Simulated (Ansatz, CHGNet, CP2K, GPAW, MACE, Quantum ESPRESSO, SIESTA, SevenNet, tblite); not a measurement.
# SIESTA runs on Σ7 (111) twist boundary in a MgS-YS solid solution (84 atoms)

How do the settings of SIESTA change the result for Σ7 (111) twist boundary in a MgS-YS solid solution (84 atoms)? A plane-wave run serves as the yardstick.

Method: the method is named at each step, in SIESTA 5.4.2.

## 1. The starting structure

The cell holds 84 atoms: 38 Mg, 42 S and 4 Y. Its edges and angles: a = 9.782 Å, b = 9.782 Å, c = 19.373 Å, α = 90.0°, β = 90.0°, γ = 120.0°. Rock-salt MgS lattice (a = 5.2289 Å, the value set for the mixture); two grains turned against each other by 38.21 deg about [111]; 1 x 1 coincidence cells, 1 lattice periods a grain, two boundaries a cell, upper grain shifted by [0, 0] of the boundary cell and opened by 0.63 Å, no atom removed; 4 of 42 Mg sites given to Y at random (lattice constant by Vegard's rule between MgS and YS); not relaxed, displaced by a Gaussian of 0.02 Å. Then every atom was moved at random, 0.05 Å r.m.s. a Cartesian component. Regions: lower grain, 42 atoms (20 Mg, 21 S and 1 Y); upper grain, 42 atoms (18 Mg, 21 S and 3 Y). The structure's axis is c.

The yardstick, on the same geometry:

| Item | Value |
| --- | --- |
| method | Kohn-Sham DFT, PBE, SSSP efficiency 1.3.0 pseudopotentials, plane waves (Quantum ESPRESSO 7.5); sssp-pbe-1.3.0-efficiency, cutoffs 45/360 Ry, Γ point |
| r.m.s. force component | 0.7976 eV/Å |
| longest force | 6.324 eV/Å |
| pressure | 2.814 GPa |
| time | 5.5 min on 4 MPI ranks of Intel Xeon Platinum 8259CL at 2.50GHz (Skylake/Cascade Lake), shared host |
| CPU time | 22 min |

## 2. PBE, DZP, shift 0.01 Ry, mesh 500 Ry

Method: Kohn-Sham DFT, PBE, PseudoDojo 0.4.1 norm-conserving pseudopotentials (converted to PSML), numerical atomic orbitals (DZP), diagonalisation.

The .psml files are PseudoDojo norm-conserving potentials that we converted to this format, checked against plane waves on the same files for H, C, O, Si, Ge and Ca alone.

File input.fdf:

```
SystemLabel cell
NumberOfAtoms 84
NumberOfSpecies 3
%block ChemicalSpeciesLabel
  1 12 Mg
  2 16 S
  3 39 Y
%endblock ChemicalSpeciesLabel
LatticeConstant 1.0 Ang
%block LatticeVectors
  9.78238 0.00000 0.00000
  -4.89119 8.47179 0.00000
  0.00000 0.00000 19.37344
%endblock LatticeVectors
PAO.BasisSize DZP
PAO.EnergyShift 0.01 Ry
XC.Functional GGA
XC.Authors PBE
MeshCutoff 500 Ry
%block kgrid_Monkhorst_Pack
  1 0 0 0.0
  0 1 0 0.0
  0 0 1 0.0
%endblock kgrid_Monkhorst_Pack
SolutionMethod diagon
OccupationFunction FD
ElectronicTemperature 580 K
SCF.Mixer.Method Pulay
SCF.Mixer.Weight 0.05
SCF.Mixer.History 8
SCF.Mix Hamiltonian
MaxSCFIterations 300
SCF.DM.Tolerance 1e-04
SCF.H.Tolerance 1.0e-3 eV
WriteForces T
Write.HirshfeldPop T
Write.VoronoiPop T
Write.DM F
Write.H F
XML.Write F
AtomicCoordinatesFormat Fractional
%block AtomicCoordinatesAndAtomicSpecies
  0.86032 0.56704 0.00142 1
  0.09355 0.61765 0.08324 2
  0.71029 0.13320 0.00136 1
  0.95521 0.19767 0.07908 2
  0.91015 0.37802 0.16022 1
  0.13000 0.42232 0.23020 2
  0.96172 0.18732 0.31446 1
  0.19225 0.23527 0.39019 2
  0.57595 0.71569 0.99879 1
  0.81071 0.75726 0.08045 2
  0.76009 0.95588 0.15395 1
  0.00070 0.99762 0.23620 2
  0.42806 0.29407 0.00082 1
  0.65211 0.33422 0.07754 2
  0.61105 0.52393 0.15720 1
  0.86844 0.57963 0.23827 2
  0.80245 0.75967 0.31083 1
  0.04674 0.80861 0.38617 2
  0.47522 0.08976 0.16249 3
  0.71069 0.13049 0.23110 2
  0.67026 0.33786 0.30936 1
  0.89715 0.38024 0.38989 2
  0.29117 0.86271 0.00132 1
  0.51525 0.89930 0.07946 2
  0.14988 0.42884 0.99664 1
  0.37401 0.47270 0.07556 2
  0.33950 0.67146 0.15052 1
  0.58238 0.72759 0.23132 2
  0.52171 0.90444 0.31652 1
  0.75270 0.94980 0.38606 2
  0.99909 0.00148 0.99886 1
  0.23732 0.04657 0.07596 2
  0.19427 0.24025 0.15361 1
  0.43640 0.29439 0.23228 2
  0.39601 0.48345 0.31793 1
  0.60190 0.51622 0.38781 2
  0.24464 0.05326 0.31799 1
  0.46654 0.09186 0.39378 2
  0.06020 0.81486 0.15259 1
  0.28119 0.85389 0.23238 2
  0.08945 0.62685 0.31040 1
  0.33214 0.65607 0.38773 2
  0.57001 0.86837 0.49643 1
  0.80290 0.04869 0.58547 2
  0.71518 0.57277 0.49735 1
  0.93998 0.75115 0.57635 2
  0.76053 0.81055 0.66117 1
  0.99793 0.00365 0.73305 2
  0.86561 0.28551 0.49886 1
  0.09673 0.47729 0.57740 2
  0.90440 0.52148 0.65761 1
  0.15151 0.71542 0.72936 2
  0.95606 0.76293 0.81310 1
  0.18249 0.94908 0.88493 2
  0.13704 0.70990 0.49968 1
  0.38696 0.88961 0.57983 2
[... 24 atom lines left out ...]
  0.10763 0.48054 0.81133 1
  0.32722 0.66278 0.89039 2
  0.23475 0.18084 0.81300 1
  0.48926 0.38218 0.89207 2
%endblock AtomicCoordinatesAndAtomicSpecies
```

On the command line:

```sh
$ OMP_NUM_THREADS=1 mpirun -np 2 siesta < input.fdf > output.txt
```

Output:

```text
Version         : 5.4.2
reinit: System Name:
reinit: System Label: cell
initatom: Reading input for the pseudopotentials and atomic orbitals ----------
Species number:   1 Atomic number:   12 Label: Mg
Species number:   2 Atomic number:   16 Label: S
Species number:   3 Atomic number:   39 Label: Y
Ground state valence configuration (from tables):   3s02  3p00  3d00  4f00
Ground state valence configuration (from tables):   3s02  3p04  3d00  4f00
Ground state valence configuration (from tables):   5s02  5p00  4d01  4f00
---- Processing specs for species: Mg
GGA--PBE XC_GGA_X_PBE--XC_GGA_C_PBE pb
Semicore shell(s) with  8 electrons included in the valence for Mg
---- Processing specs for species: S
GGA--PBE XC_GGA_X_PBE--XC_GGA_C_PBE pb
---- Processing specs for species: Y
GGA--PBE XC_GGA_X_PBE--XC_GGA_C_PBE pb
Semicore shell(s) with  8 electrons included in the valence for Y
Semicore shell(s): 2s 2p
Fallback to non-perturbative polarization scheme for Mg
Please see the manual if this is not desired in principle
Semicore shell(s): 4s 4p
Fallback to non-perturbative polarization scheme for Y
Please see the manual if this is not desired in principle
Mg pseudopotential only contains V_ls up to l=1 -- lmxkb reset.
S pseudopotential only contains V_ls up to l=2 -- lmxkb reset.
Y pseudopotential only contains V_ls up to l=2 -- lmxkb reset.
Using PAO.SplitTailNorm
%block ChemicalSpeciesLabel
    1   12 Mg                      # Species index, atomic number, species label
    2   16 S                       # Species index, atomic number, species label
    3   39 Y                       # Species index, atomic number, species label
%endblock ChemicalSpeciesLabel
%block PAO.Basis                 # Define Basis set
Mg                    4                    # Species label, number of l-shells
 n=2   0   1                         # n, l, Nzeta
   2.332
   1.000
 n=3   0   2                         # n, l, Nzeta
   7.124      5.248
   1.000      1.000
 n=2   1   1                         # n, l, Nzeta
   2.593
[...]
S                     2                    # Species label, number of l-shells
[...]
4.449      3.085
[...]
n=3   1   2 P   1                   # n, l, Nzeta, Polarization, NzetaPol
[...]
Y                     5                    # Species label, number of l-shells
[...]
n=5   1   1                         # n, l, Nzeta
   8.245
   1.000
 n=4   2   2                         # n, l, Nzeta
   6.982      4.972
   1.000      1.000
%endblock PAO.Basis
coor:   Atomic-coordinates input format  =     Fractional
siesta: System type = bulk
initatomlists: Number of atoms, orbitals, and projectors:     84   964  1132
siesta: ******************** Simulation parameters ****************************
Total number of electrons:   676.000000
Total ionic charge:   676.000000
 Kpoints in:            1 . Kpoints trimmed:            1
siesta: k-grid: Number of k-points = 1
siesta: k-points from Monkhorst-Pack grid
siesta: k-cutoff (effective) =     4.891 Ang
siesta: k-point supercell and displacements
siesta: k-grid:     1     0     0      0.000
siesta: k-grid:     0     1     0      0.000
siesta: k-grid:     0     0     1      0.000
                     ====================================
                        Single-point calculation
                     ====================================
outcell: Unit cell vectors (Ang):
        9.782380    0.000000    0.000000
       -4.891190    8.471790    0.000000
        0.000000    0.000000   19.373440
outcell: Cell vector modules (Ang)   :    9.782380    9.782380   19.373440
outcell: Cell angles (23,13,12) (deg):     90.0000     90.0000    120.0000
outcell: Cell volume (Ang**3)        :   1605.5597
Gamma-point calculation with multiply-connected orbital pairs
Gamma-point calculation with multiply-connected orbital pairs
Folding of H and S implicitly performed
Folding of H and S implicitly performed
new_DM -- step:     1
Initializing Density Matrix...
Attempting to read DM from file... Failed...
DM filled with atomic data:
InitMesh: MESH = 120 x 120 x 270 = 3888000
InitMesh: Mesh cutoff (required, used) =   500.000   536.804 Ry
stepf: Fermi-Dirac step function
        iscf     Eharris(eV)        E_KS(eV)     FreeEng(eV)     dDmax    Ef(eV) dHmax(eV)
   scf:    1   -78417.660793   -78501.674857   -78501.787823  1.710135 -2.298778 11.317443
   scf:    2   -78514.458046   -78510.214096   -78510.385248  0.235687 -2.194246  7.177599
   scf:    3   -78517.170443   -78513.801373   -78513.979290  0.041659 -2.185928  6.477001
[...]
scf:   22   -78525.651625   -78525.651628   -78525.842386  0.000053 -2.262005  0.001444
   scf:   23   -78525.651624   -78525.651627   -78525.842387  0.000057 -2.262008  0.000847
SCF Convergence by DM+H criterion
max |DM_out - DM_in|         :     0.0000571880
max |H_out - H_in|      (eV) :     0.0008474075
SCF cycle converged after 23 iterations
Using DM_out to compute the final energy and forces
siesta: E_KS(eV) =           -78525.6516
siesta: E_KS - E_eggbox =    -78525.6516
siesta: Atomic forces (eV/Ang):
     1   -0.325079    0.152490    0.231471
     2    0.137245    0.001556   -1.293149
     3    0.401670    0.522635    0.228540
[...]
83    0.558719    0.377558    0.948396
    84   -0.634363    0.656323   -1.391572
----------------------------------------
   Tot   -0.145302   -0.095371   -0.020569
----------------------------------------
   Max    5.802541
   Res    0.853361    sqrt( Sum f_i^2 / 3N )
----------------------------------------
   Max    5.802541    constrained
Stress tensor Voigt[x,y,z,yz,xz,xy] (kbar):      -44.22      -35.65      -18.94       -5.51       -1.99       -2.86
(Free)E + p*V (eV/cell)   -78492.8366
Target enthalpy (eV/cell)   -78525.8424
siesta: Program's energy decomposition (eV):
siesta: Ebs     =    -21222.611424
siesta: Eions   =    104544.494104
siesta: Ena     =     13898.709870
siesta: Ekin    =     40649.830859
siesta: Enl     =    -16290.218884
siesta: DEna    =       476.271711
siesta: DUscf   =        26.256000
siesta: Ex      =    -11893.530224
siesta: Ec      =      -848.476856
siesta: Exc     =    -12742.007080
siesta: Eharris =    -78525.651624
siesta: Etot    =    -78525.651627
siesta: FreeEng =    -78525.842387
siesta: Final energy (eV):
siesta:  Band Struct. =  -21222.611424
siesta:       Kinetic =   40649.830859
siesta:       Hartree =   24771.497375
siesta:         Exch. =  -11893.530224
siesta:         Corr. =    -848.476856
siesta:   Exch.-corr. =  -12742.007080
siesta:  Ion-electron =  -96468.818554
siesta:       Ion-ion =  -34736.154227
siesta:         Total =  -78525.651627
siesta:         Fermi =      -2.262008
siesta: Stress tensor (static) (eV/Ang**3):
siesta:    -0.027598   -0.001783   -0.001244
siesta:    -0.001783   -0.022250   -0.003436
siesta:    -0.001244   -0.003436   -0.011823
siesta: Cell volume =       1605.559679 Ang**3
siesta: Pressure (static):
siesta:                Solid            Molecule  Units
siesta:           0.00022390          0.00009333  Ry/Bohr**3
siesta:           0.02055719          0.00856880  eV/Ang**3
siesta:          32.93625364         13.72872940  kBar
    Orbital volume contribution        =          48.911144 eV
    (Free)E + p_basis*V_orbitals       =      -78476.931243 eV
    (Free)Eharris+ p_basis*V_orbitals  =      -78476.931240 eV
Hirshfeld Atomic Populations:
Atom #   charge [q] valence [e]  Species
     1     0.321284    9.678716  Mg
     2    -0.255394    6.255394  S
     3     0.305706    9.694294  Mg
     4    -0.253527    6.253527  S
     5     0.255698    9.744302  Mg
     6    -0.280463    6.280463  S
[...]
19     0.127071   10.872929  Y
[...]
61     0.070436   10.929564  Y
[...]
65     0.093690   10.906310  Y
[...]
--------------------
 Total     0.000001
Voronoi Atomic Populations:
Atom #   charge [q] valence [e]  Species
[...]
65     0.176970   10.823030  Y
[...]
75     0.218075   10.781925  Y
[...]
81     0.388685    9.611315  Mg
    82    -0.438966    6.438966  S
    83     0.372772    9.627228  Mg
    84    -0.446439    6.446439  S
--------------------
 Total    -0.000000
```

Wall time 7 min (2 MPI ranks of Intel Xeon Platinum 8259CL at 2.50GHz (Skylake/Cascade Lake), shared host); peak memory 2.1 GiB.

Banners, paths, timers and routine set-up lines are dropped from the logs unmarked, and long logs keep their key lines alone; longer cuts are marked.

Against the reference:

- r.m.s. force component: 0.8534 eV/Å
- r.m.s. difference of force components: 104.4 meV/Å
- longest difference of force vectors: 400.7 meV/Å
- force difference over r.m.s. force: 13.09 %
- slope of forces against the reference's: 1.064
- correlation of force components: 0.9943
- pressure: 3.294 GPa
- pressure difference: 0.4793 GPa

Length of the force difference by element (eV/Å):

| element | atoms | mean | most |
| --- | --- | --- | --- |
| Mg | 38 | 0.19 | 0.40 |
| S | 42 | 0.13 | 0.34 |
| Y | 4 | 0.17 | 0.31 |

The surroundings of Y75, one of the 4 Y atoms, nearest first, numbered as they follow in the input and with coordinates relative to it.

| atom | x | y | z | distance (Å) | bonds | Hirshfeld charge (e) | Fx | Fy | Fz (eV/Å) |
| --- | --- | --- | --- | --- | --- | --- | --- | --- | --- |
| Y75 | 0.00 | 0.00 | 0.00 | 0.00 | 6 | 0.11 | -0.86 | -1.27 | 2.11 |
| S76 | 1.41 | 1.48 | 1.40 | 2.48 | 4 | -0.28 | 0.67 | 1.12 | 1.81 |
| S72 | -0.65 | 1.85 | -1.58 | 2.52 | 6 | -0.24 | -0.76 | 1.79 | -1.03 |
| S48 | 2.03 | -0.46 | -1.53 | 2.58 | 6 | -0.22 | 1.24 | -0.48 | -0.93 |
| S62 | -1.42 | -1.64 | -1.48 | 2.62 | 6 | -0.19 | -0.22 | -0.86 | -0.23 |
| S70 | 0.67 | -2.14 | 1.48 | 2.69 | 4 | -0.30 | -0.02 | 0.16 | 0.94 |
| S64 | -2.25 | 0.39 | 1.48 | 2.72 | 4 | -0.28 | 0.05 | -0.96 | 0.08 |
| Mg73 | -2.80 | 2.27 | 0.10 | 3.61 | 6 | 0.26 | -0.21 | 0.87 | 0.13 |
| Mg83 | 3.48 | 1.05 | 0.02 | 3.64 | 6 | 0.25 | 0.56 | 0.38 | 0.95 |

Forces lie 13 % from the reference's, at 0.64 times its CPU time (on 2 against 4 cores).

## 3. PBEsol, DZP, shift 0.01 Ry, mesh 500 Ry

Method: Kohn-Sham DFT, PBEsol, PseudoDojo 0.4.1 norm-conserving pseudopotentials (converted to PSML), numerical atomic orbitals (DZP), diagonalisation.

The pseudopotential files are exchanged too: the .psml files are now those for PBEsol.

Changes to input.fdf since step 2:

```diff
@@ -17,3 +17,3 @@
 XC.Functional GGA
-XC.Authors PBE
+XC.Authors PBEsol
 MeshCutoff 500 Ry
```

Output:

```text
Version         : 5.4.2
reinit: System Name:
reinit: System Label: cell
initatom: Reading input for the pseudopotentials and atomic orbitals ----------
Species number:   1 Atomic number:   12 Label: Mg
Species number:   2 Atomic number:   16 Label: S
Species number:   3 Atomic number:   39 Label: Y
Ground state valence configuration (from tables):   3s02  3p00  3d00  4f00
Ground state valence configuration (from tables):   3s02  3p04  3d00  4f00
Ground state valence configuration (from tables):   5s02  5p00  4d01  4f00
---- Processing specs for species: Mg
[... lines left out ...]
        iscf     Eharris(eV)        E_KS(eV)     FreeEng(eV)     dDmax    Ef(eV) dHmax(eV)
[... lines left out ...]
SCF Convergence by DM+H criterion
[... lines left out ...]
SCF cycle converged after 22 iterations
[... lines left out ...]
   Max    5.636602
[... lines left out ...]
   Max    5.636602    constrained
Stress tensor Voigt[x,y,z,yz,xz,xy] (kbar):      -22.13      -13.76        2.09       -5.38       -1.96       -2.76
[... lines left out ...]
siesta: FreeEng =    -78411.465680
[... lines left out ...]
siesta:         Fermi =      -2.405066
[... lines left out ...]
siesta:    -0.001222   -0.003359    0.001301
siesta: Cell volume =       1605.559679 Ang**3
siesta: Pressure (static):
siesta:                Solid            Molecule  Units
siesta:           0.00007659         -0.00003938  Ry/Bohr**3
siesta:           0.00703178         -0.00361576  eV/Ang**3
siesta:          11.26615752         -5.79308790  kBar
    Orbital volume contribution        =          48.777417 eV
    (Free)E + p_basis*V_orbitals       =      -78362.688263 eV
    (Free)Eharris+ p_basis*V_orbitals  =      -78362.688260 eV
Hirshfeld Atomic Populations:
Atom #   charge [q] valence [e]  Species
     1     0.307628    9.692372  Mg
     2    -0.241945    6.241945  S
     3     0.294602    9.705398  Mg
     4    -0.239826    6.239826  S
     5     0.241517    9.758483  Mg
     6    -0.265809    6.265809  S
[...]
19     0.112446   10.887554  Y
[...]
61     0.056942   10.943058  Y
[...]
65     0.081719   10.918281  Y
[...]
--------------------
 Total    -0.000018
Voronoi Atomic Populations:
Atom #   charge [q] valence [e]  Species
[...]
65     0.167262   10.832738  Y
[...]
75     0.203543   10.796457  Y
[...]
81     0.370474    9.629526  Mg
    82    -0.422038    6.422038  S
    83     0.354675    9.645325  Mg
    84    -0.429992    6.429992  S
--------------------
 Total    -0.000019
```

It took 5.8 min on 2 MPI ranks; peak memory 2.1 GiB; 12 min of CPU time.

Numbers from this run, and their distance from the reference:

```
r.m.s. force component                  : 0.8262 eV/Å
r.m.s. difference of force components   : 104.2 meV/Å
longest difference of force vectors     : 390 meV/Å
force difference over r.m.s. force      : 13.06 %
slope of forces against the reference's : 1.028
correlation of force components         : 0.9924
pressure                                : 1.127 GPa
pressure difference                     : -1.688 GPa
```

Against the first run (13 %), the force difference from the reference is 13 %, at 0.83 times the CPU time; the model has changed, so this is no error of the program alone.

(Part 1 of 2 ends here.)

[Also dropped from logs without a mark: logging warnings of Python, and SIESTA's first energy breakdown and zero terms.]

[Logs are printed without paths, hosts, clocks, repeated set-up lines and the standing remarks that a program may print on its own settings, such as how far it seeks lower states.]

[Hosts, paths, dates, database ids (printed as entryN), source tags and the programs' standing remarks are cut or masked in the printed files.]
